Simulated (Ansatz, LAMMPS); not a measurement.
# Relaxing Li+ PF6- in dimethoxyethane and ethylene carbonate, from a frame at 400 K (198 atoms), part 2 of 3

How does Li+ PF6- in dimethoxyethane and ethylene carbonate, from a frame at 400 K (198 atoms) relax, and what do bonds, charges and levels look like afterwards?

Ansatz 0.2.0; Kohn-Sham DFT, PBE+D3(BJ), PAW (set soft_2), plane waves.

The cell: 45 C, 33 O, 88 H, 4 P, 24 F and 4 Li. The network of contacts between molecules at the start is that of the classical potential that made the cell. The density was typed from a rule of thumb and may lie off the real one at this temperature. Sampling is at Γ alone, for a cell whose shortest periodic width is 13 Å.

So far. Step 3 (Single point at the start): The r.m.s. force component of 1.1 eV/Å and the pressure of 2.4 GPa set the starting point.

## Step 4: Relaxation

With the cell held, the atoms are moved downhill towards a nearby minimum.

File input.yaml:

```yaml
crystal:
  lattice:
    - [13.14569, 0.0, 0.0]
    - [0.0, 13.14569, 0.0]
    - [0.0, 0.0, 13.14569]
  atoms:
    [... the 198 atom lines of step 3 ...]
kpoints:
  mp_grid: { grid: [1, 1, 1] }
hamiltonian:
  xc: pbe
  dispersion: d3bj
scf:
  occupations: { method: fixed }
output:
  forces: true
relax:
  f_tol: 0.03
  max_steps: 200
```

The run is started by

```sh
$ ansatz run input.yaml --threads 4 --pin off --max-ram 8192MiB --backend cpu --events-out ev --progress --plain --runs-dir out
```

Numbers of over 12 decimals in the logs are rounded to 6 here.

The log of the run:

```text
[...]
Crystal: 198 atoms, lattice volume = 2271.696 Å³
Basis set: ecut = 420 eV, 44299 PW (Γ), exchange–correlation on 180×180×180 points (8 copies of the dense FFT grid, shifted against one another)
Bands: 531, of which v1, the nominal top of the filled ones, is band 333 counted from 1 (332 counted from 0)
Symmetry: 1 space group operations
[...]
k-points: 1
[...]
SCF iter   1: F=—  HF=-54666.244928 eV  |F-HF|=—  |Δ(HF+E_count)|=         —  Δρ=5.57e-3  dr2=9.43e-1  ethr=1.77e-3  ⟨swp⟩=5.0  Hψ=1816  notcnv=0  defer=195
[...]
SCF iter   3: F=—  HF=-54666.002150 eV  |F-HF|=—  |Δ(HF+E_count)|=   3.18e-2  Δρ=1.69e-3  dr2=8.01e-2  ethr=3.33e-5  ⟨swp⟩=3.0  Hψ=652  notcnv=0  defer=101
automatic band count: iteration 3 solves 436 bands in place of 531: the levels show a gap, and the empty bands left out lie too high to hold charge; the band table lists the bands solved (type scf.n_extra_bands for more)
SCF iter   4: F=—  HF=-54665.985523 eV  |F-HF|=—  |Δ(HF+E_count)|=   1.66e-2  Δρ=6.16e-4  dr2=1.05e-2  ethr=1.20e-5  ⟨swp⟩=3.0  Hψ=797  notcnv=0  defer=101
[...]
SCF iter   7: F=-54665.983755 eV  HF=-54665.983758 eV  |F-HF|=3.20e-6  |Δ(HF+E_count)|=   2.38e-5  Δρ=3.29e-5  dr2=2.13e-5  ethr=3.38e-9  ⟨swp⟩=3.0  Hψ=1695  notcnv=0
SCF 1 converged in 7 iterations: F = -54665.983755 eV  dr2 = 2.13e-5
[...]
relax step   1: F+E_penalty+E_count = -54665.98375492 eV  Δ(F+E_penalty+E_count) = +0.000e0 eV  max|allowed force component| = 5.029e0 eV/Å  Δτ_max = 0.0000 Å  (7 SCF iters, dr2 threshold 2.25e-5 eV, accepted)
[... from here on, the SCF cycles and remarks between the steps are left out ...]
relax step   2: F+E_penalty+E_count = -54674.84192262 eV  Δ(F+E_penalty+E_count) = -8.858e0 eV  max|allowed force component| = 2.269e0 eV/Å  Δτ_max = 0.1945 Å  (7 SCF iters, dr2 threshold 1.00e-4 eV, accepted)
relax step   3: F+E_penalty+E_count = -54676.99997120 eV  Δ(F+E_penalty+E_count) = -2.158e0 eV  max|allowed force component| = 1.380e0 eV/Å  Δτ_max = 0.1932 Å  (7 SCF iters, dr2 threshold 1.00e-4 eV, accepted)
relax step   4: F+E_penalty+E_count = -54677.74671019 eV  Δ(F+E_penalty+E_count) = -7.467e-1 eV  max|allowed force component| = 8.125e-1 eV/Å  Δτ_max = 0.1755 Å  (7 SCF iters, dr2 threshold 1.00e-4 eV, accepted)
relax step   5: F+E_penalty+E_count = -54678.08752453 eV  Δ(F+E_penalty+E_count) = -3.408e-1 eV  max|allowed force component| = 4.920e-1 eV/Å  Δτ_max = 0.1668 Å  (7 SCF iters, dr2 threshold 1.00e-4 eV, accepted)
relax step   6: F+E_penalty+E_count = -54678.28631403 eV  Δ(F+E_penalty+E_count) = -1.988e-1 eV  max|allowed force component| = 3.317e-1 eV/Å  Δτ_max = 0.1949 Å  (7 SCF iters, dr2 threshold 8.40e-5 eV, accepted)
relax step   7: F+E_penalty+E_count = -54678.39505710 eV  Δ(F+E_penalty+E_count) = -1.087e-1 eV  max|allowed force component| = 3.177e-1 eV/Å  Δτ_max = 0.1916 Å  (7 SCF iters, dr2 threshold 4.04e-5 eV, accepted)
relax step   8: F+E_penalty+E_count = -54678.48295434 eV  Δ(F+E_penalty+E_count) = -8.790e-2 eV  max|allowed force component| = 3.570e-1 eV/Å  Δτ_max = 0.1950 Å  (7 SCF iters, dr2 threshold 4.59e-5 eV, accepted)
relax step   9: F+E_penalty+E_count = -54678.56389423 eV  Δ(F+E_penalty+E_count) = -8.094e-2 eV  max|allowed force component| = 3.557e-1 eV/Å  Δτ_max = 0.1950 Å  (7 SCF iters, dr2 threshold 1.00e-4 eV, accepted)
relax step  10: F+E_penalty+E_count = -54678.64877260 eV  Δ(F+E_penalty+E_count) = -8.488e-2 eV  max|allowed force component| = 2.604e-1 eV/Å  Δτ_max = 0.1907 Å  (7 SCF iters, dr2 threshold 1.00e-4 eV, accepted)
relax step  11: F+E_penalty+E_count = -54678.71947689 eV  Δ(F+E_penalty+E_count) = -7.070e-2 eV  max|allowed force component| = 3.210e-1 eV/Å  Δτ_max = 0.1950 Å  (7 SCF iters, dr2 threshold 3.63e-5 eV, accepted)
relax step  12: F+E_penalty+E_count = -54678.77230990 eV  Δ(F+E_penalty+E_count) = -5.283e-2 eV  max|allowed force component| = 4.117e-1 eV/Å  Δτ_max = 0.1956 Å  (7 SCF iters, dr2 threshold 5.52e-5 eV, accepted)
relax step  13: F+E_penalty+E_count = -54678.82150742 eV  Δ(F+E_penalty+E_count) = -4.920e-2 eV  max|allowed force component| = 4.418e-1 eV/Å  Δτ_max = 0.1949 Å  (6 SCF iters, dr2 threshold 1.00e-4 eV, accepted)
relax step  14: F+E_penalty+E_count = -54678.86470609 eV  Δ(F+E_penalty+E_count) = -4.320e-2 eV  max|allowed force component| = 4.212e-1 eV/Å  Δτ_max = 0.1950 Å  (6 SCF iters, dr2 threshold 1.00e-4 eV, accepted)
relax step  15: F+E_penalty+E_count = -54678.91465948 eV  Δ(F+E_penalty+E_count) = -4.995e-2 eV  max|allowed force component| = 3.521e-1 eV/Å  Δτ_max = 0.1949 Å  (6 SCF iters, dr2 threshold 1.00e-4 eV, accepted)
relax step  16: F+E_penalty+E_count = -54678.96429796 eV  Δ(F+E_penalty+E_count) = -4.964e-2 eV  max|allowed force component| = 2.007e-1 eV/Å  Δτ_max = 0.1944 Å  (6 SCF iters, dr2 threshold 8.67e-5 eV, accepted)
relax step  17: F+E_penalty+E_count = -54679.00591849 eV  Δ(F+E_penalty+E_count) = -4.162e-2 eV  max|allowed force component| = 1.583e-1 eV/Å  Δτ_max = 0.1946 Å  (7 SCF iters, dr2 threshold 1.31e-5 eV, accepted)
relax step  18: F+E_penalty+E_count = -54679.03455469 eV  Δ(F+E_penalty+E_count) = -2.864e-2 eV  max|allowed force component| = 2.374e-1 eV/Å  Δτ_max = 0.1949 Å  (8 SCF iters, dr2 threshold 8.14e-6 eV, accepted)
relax step  19: F+E_penalty+E_count = -54679.05768808 eV  Δ(F+E_penalty+E_count) = -2.313e-2 eV  max|allowed force component| = 3.341e-1 eV/Å  Δτ_max = 0.1487 Å  (7 SCF iters, dr2 threshold 3.51e-5 eV, accepted)
relax step  20: F+E_penalty+E_count = -54679.08418022 eV  Δ(F+E_penalty+E_count) = -2.649e-2 eV  max|allowed force component| = 3.397e-1 eV/Å  Δτ_max = 0.1292 Å  (6 SCF iters, dr2 threshold 1.00e-4 eV, accepted)
relax step  21: F+E_penalty+E_count = -54679.10961164 eV  Δ(F+E_penalty+E_count) = -2.543e-2 eV  max|allowed force component| = 2.866e-1 eV/Å  Δτ_max = 0.1780 Å  (6 SCF iters, dr2 threshold 1.00e-4 eV, accepted)
relax step  22: F+E_penalty+E_count = -54679.12747395 eV  Δ(F+E_penalty+E_count) = -1.786e-2 eV  max|allowed force component| = 2.243e-1 eV/Å  Δτ_max = 0.0959 Å  (6 SCF iters, dr2 threshold 5.85e-5 eV, accepted)
relax step  23: F+E_penalty+E_count = -54679.14902077 eV  Δ(F+E_penalty+E_count) = -2.155e-2 eV  max|allowed force component| = 1.582e-1 eV/Å  Δτ_max = 0.1348 Å  (7 SCF iters, dr2 threshold 3.08e-5 eV, accepted)
relax step  24: F+E_penalty+E_count = -54679.16565668 eV  Δ(F+E_penalty+E_count) = -1.664e-2 eV  max|allowed force component| = 1.792e-1 eV/Å  Δτ_max = 0.1954 Å  (7 SCF iters, dr2 threshold 1.24e-5 eV, accepted)
[...]
relax step  48: F+E_penalty+E_count = -54679.45368127 eV  Δ(F+E_penalty+E_count) = -5.225e-3 eV  max|allowed force component| = 8.547e-2 eV/Å  Δτ_max = 0.0542 Å  (9 SCF iters, accepted)
relax step  49: F+E_penalty+E_count = -54679.45764551 eV  Δ(F+E_penalty+E_count) = -3.964e-3 eV  max|allowed force component| = 8.860e-2 eV/Å  Δτ_max = 0.1117 Å  (10 SCF iters, accepted)
relax step  50: F+E_penalty+E_count = -54679.46011114 eV  Δ(F+E_penalty+E_count) = -2.466e-3 eV  max|allowed force component| = 7.205e-2 eV/Å  Δτ_max = 0.0724 Å  (7 SCF iters, dr2 threshold 7.85e-6 eV, accepted)
relax step  51: F+E_penalty+E_count = -54679.46252673 eV  Δ(F+E_penalty+E_count) = -2.416e-3 eV  max|allowed force component| = 5.878e-2 eV/Å  Δτ_max = 0.0560 Å  (7 SCF iters, dr2 threshold 3.43e-6 eV, accepted)
relax step  52: F+E_penalty+E_count = -54679.46516904 eV  Δ(F+E_penalty+E_count) = -2.642e-3 eV  max|allowed force component| = 5.636e-2 eV/Å  Δτ_max = 0.0892 Å  (8 SCF iters, dr2 threshold 2.28e-6 eV, accepted)
relax step  53: F+E_penalty+E_count = -54679.46663187 eV  Δ(F+E_penalty+E_count) = -1.463e-3 eV  max|allowed force component| = 5.472e-2 eV/Å  Δτ_max = 0.0426 Å  (7 SCF iters, dr2 threshold 2.11e-6 eV, accepted)
relax step  54: F+E_penalty+E_count = -54679.46877659 eV  Δ(F+E_penalty+E_count) = -2.145e-3 eV  max|allowed force component| = 5.604e-2 eV/Å  Δτ_max = 0.0734 Å  (7 SCF iters, dr2 threshold 2.75e-6 eV, accepted)
relax step  55: F+E_penalty+E_count = -54679.47013828 eV  Δ(F+E_penalty+E_count) = -1.362e-3 eV  max|allowed force component| = 5.171e-2 eV/Å  Δτ_max = 0.0804 Å  (7 SCF iters, dr2 threshold 2.96e-6 eV, accepted)
relax step  56: F+E_penalty+E_count = -54679.47106562 eV  Δ(F+E_penalty+E_count) = -9.273e-4 eV  max|allowed force component| = 4.737e-2 eV/Å  Δτ_max = 0.0480 Å  (7 SCF iters, dr2 threshold 2.28e-6 eV, accepted)
relax step  57: F+E_penalty+E_count = -54679.47209323 eV  Δ(F+E_penalty+E_count) = -1.028e-3 eV  max|allowed force component| = 3.340e-2 eV/Å  Δτ_max = 0.0360 Å  (7 SCF iters, dr2 threshold 1.88e-6 eV, accepted)
relax step  58: F+E_penalty+E_count = -54679.47278482 eV  Δ(F+E_penalty+E_count) = -6.916e-4 eV  max|allowed force component| = 2.566e-2 eV/Å  Δτ_max = 0.0403 Å  (9 SCF iters, accepted)
SCF converged after 9 iterations
Free energy (F): -54679.472785 eV
[...]
Internal energy: -54679.472785 eV  (E = F + TS)
E sigma→0 (E₀):  -54679.472785 eV
Fermi energy:    -0.941785 eV
[...]
--- Forces (eV/Å), atoms counted from 1 ---
  atom   1  C      0.00415873    -0.00269354    -0.00142729
  atom   2  O      0.00019662     0.00114054    -0.00509032
  atom   3  C     -0.00080794    -0.00087152     0.00684111
  atom   4  C      0.00231885     0.00226139     0.00061584
  atom   5  O      0.00082871    -0.00194719     0.00257333
  atom   6  C     -0.00218884     0.00275662     0.00119362
  atom   7  H     -0.00116108     0.00378329     0.00201649
  atom   8  H     -0.00326633    -0.00152849     0.00179871
  atom   9  H      0.00048684     0.00101767    -0.00253425
  atom  10  H      0.00182728     0.00165179    -0.00236093
  atom  11  H      0.00236625    -0.00065403    -0.00051817
  atom  12  H     -0.00014486    -0.00078204    -0.00018049
  atom  13  H     -0.00087401    -0.00083268    -0.00082043
  atom  14  H     -0.00132946    -0.00004662     0.00144077
[...]
atom 197  Li     0.00138705    -0.00239681    -0.00155715
  atom 198  Li     0.00317860     0.00138054     0.00081192
  max |Σ_I F_I| component: 6.70e-5 eV/Å
--- Relaxed structure (58 steps of the walk, 58 accepted, 0 SCFs on fresh bases) ---
  F+E_penalty+E_count = -54679.47278482 eV   max|allowed force component| = 2.566e-2 eV/Å
  atoms:
    - { symbol: C, position: [0.736348, 0.555560, 0.891991] }
    - { symbol: O, position: [0.828893, 0.508431, 0.925258] }
    - { symbol: C, position: [0.833265, 0.499908, 0.033696] }
    - { symbol: C, position: [0.922537, 0.432651, 0.059012] }
[...]
- { symbol: Li, position: [0.638135, 0.211862, 0.654676] }
```

The job ended after 17 min (4 threads of Arm Neoverse V2, shared host; peak memory 3 GiB).

The steps of the relaxation (22 of 58):

| step | energy less that of the first step (eV) | largest force component (eV/Å) |
| --- | --- | --- |
| 1 | 0.0000 | 5.0293 |
| 4 | -11.7630 | 0.8125 |
| 6 | -12.3026 | 0.3317 |
| 9 | -12.5801 | 0.3557 |
| 12 | -12.7886 | 0.4117 |
| 15 | -12.9309 | 0.3521 |
| 17 | -13.0222 | 0.1583 |
| 20 | -13.1004 | 0.3397 |
| 23 | -13.1653 | 0.1582 |
| 25 | -13.1916 | 0.1401 |
| 28 | -13.2281 | 0.2510 |
| 31 | -13.2700 | 0.1275 |
| 34 | -13.3045 | 0.1314 |
| 36 | -13.3347 | 0.0818 |
| 39 | -13.3711 | 0.2212 |
| 42 | -13.4143 | 0.4058 |
| 44 | -13.4405 | 0.2643 |
| 47 | -13.4647 | 0.0734 |
| 50 | -13.4764 | 0.0721 |
| 53 | -13.4829 | 0.0547 |
| 55 | -13.4864 | 0.0517 |
| 58 | -13.4890 | 0.0257 |

The atoms that moved most (Å):

```csv
atom,dx,dy,dz,length
H156,1.632,-0.002,-3.029,3.441
H154,2.830,-0.790,-1.041,3.117
H124,-0.582,1.112,2.748,3.022
H155,-0.050,0.241,-2.808,2.819
H126,1.636,0.262,1.960,2.566
H8,-1.015,2.299,0.278,2.529
H29,-0.908,1.540,1.787,2.528
H163,-2.082,-1.317,-0.237,2.475
```

The relaxation changed the energy by -68.1 meV/atom, and atoms moved by 1.4 Å r.m.s., 3.4 Å at most.

## Step 5: Local order after relaxation

Density 1.29 g/cm³, 11.47 Å³ an atom.

Pair distribution functions g(r), in bins of 0.2 Å:

| r (Å) | total | H-H | H-C | H-O | H-F | H-Li | H-P |
| --- | --- | --- | --- | --- | --- | --- | --- |
| 1.00 | 1.96 | 0.00 | 9.70 | 0.00 | 0.00 | 0.00 | 0.00 |
| 1.20 | 1.64 | 0.00 | 7.05 | 0.00 | 0.00 | 0.00 | 0.00 |
| 1.40 | 1.20 | 0.00 | 0.00 | 0.00 | 0.00 | 0.00 | 0.00 |
| 1.60 | 0.67 | 0.00 | 0.00 | 0.00 | 0.00 | 0.00 | 0.00 |
| 1.80 | 0.90 | 4.53 | 0.00 | 0.00 | 0.00 | 0.00 | 0.00 |
| 2.00 | 1.08 | 0.00 | 0.00 | 6.20 | 0.00 | 0.00 | 0.00 |
| 2.20 | 0.96 | 0.18 | 2.48 | 0.21 | 0.09 | 0.00 | 0.00 |
| 2.40 | 1.22 | 2.06 | 0.04 | 0.16 | 0.65 | 0.00 | 0.00 |
| 2.60 | 0.86 | 1.06 | 1.35 | 1.22 | 1.67 | 0.00 | 0.00 |
| 2.80 | 0.62 | 0.58 | 0.54 | 0.88 | 1.82 | 0.31 | 0.00 |
| 3.00 | 0.82 | 1.40 | 0.76 | 0.99 | 0.48 | 1.98 | 0.00 |
| 3.20 | 0.91 | 0.68 | 1.21 | 1.03 | 0.99 | 3.25 | 0.48 |
| 3.40 | 0.91 | 0.56 | 0.90 | 0.74 | 0.89 | 2.90 | 2.17 |
| 3.60 | 0.85 | 0.99 | 0.60 | 0.60 | 0.76 | 0.81 | 2.37 |
| 3.80 | 0.92 | 0.94 | 0.87 | 0.74 | 0.92 | 2.33 | 1.77 |
| 4.00 | 1.05 | 0.86 | 1.27 | 1.23 | 1.15 | 2.09 | 1.59 |
| 4.20 | 1.01 | 1.04 | 0.62 | 1.39 | 1.31 | 0.74 | 1.16 |
| 4.40 | 0.96 | 0.79 | 0.96 | 1.16 | 1.08 | 0.00 | 1.07 |
| 4.60 | 1.16 | 1.18 | 1.00 | 1.19 | 1.80 | 0.61 | 1.46 |
| 4.80 | 1.09 | 0.97 | 1.27 | 1.00 | 1.35 | 1.11 | 1.34 |
| 5.00 | 1.01 | 0.88 | 1.13 | 1.14 | 1.12 | 0.30 | 0.92 |
| 5.20 | 1.00 | 1.01 | 0.94 | 0.88 | 0.86 | 1.33 | 1.33 |
| 5.40 | 1.06 | 1.01 | 0.93 | 1.01 | 0.86 | 1.05 | 1.25 |
| 5.60 | 1.02 | 1.05 | 0.92 | 0.84 | 1.13 | 0.98 | 1.14 |
| 5.80 | 1.11 | 1.09 | 1.02 | 1.20 | 0.96 | 1.52 | 1.15 |
| 6.00 | 1.00 | 1.02 | 1.12 | 0.96 | 1.04 | 1.01 | 0.78 |
| 6.20 | 1.00 | 1.02 | 1.02 | 0.97 | 1.02 | 0.80 | 1.15 |
| 6.40 | 0.94 | 0.83 | 1.08 | 0.82 | 0.92 | 1.32 | 0.62 |

(Continued in part 3 of 3.)

[Logs are printed without paths, hosts, clocks, repeated set-up lines and the standing remarks that a program may print on its own settings, such as how far it seeks lower states.]

[Hosts, paths, dates, database ids (printed as entryN), source tags and the programs' standing remarks are cut or masked in the printed files.]
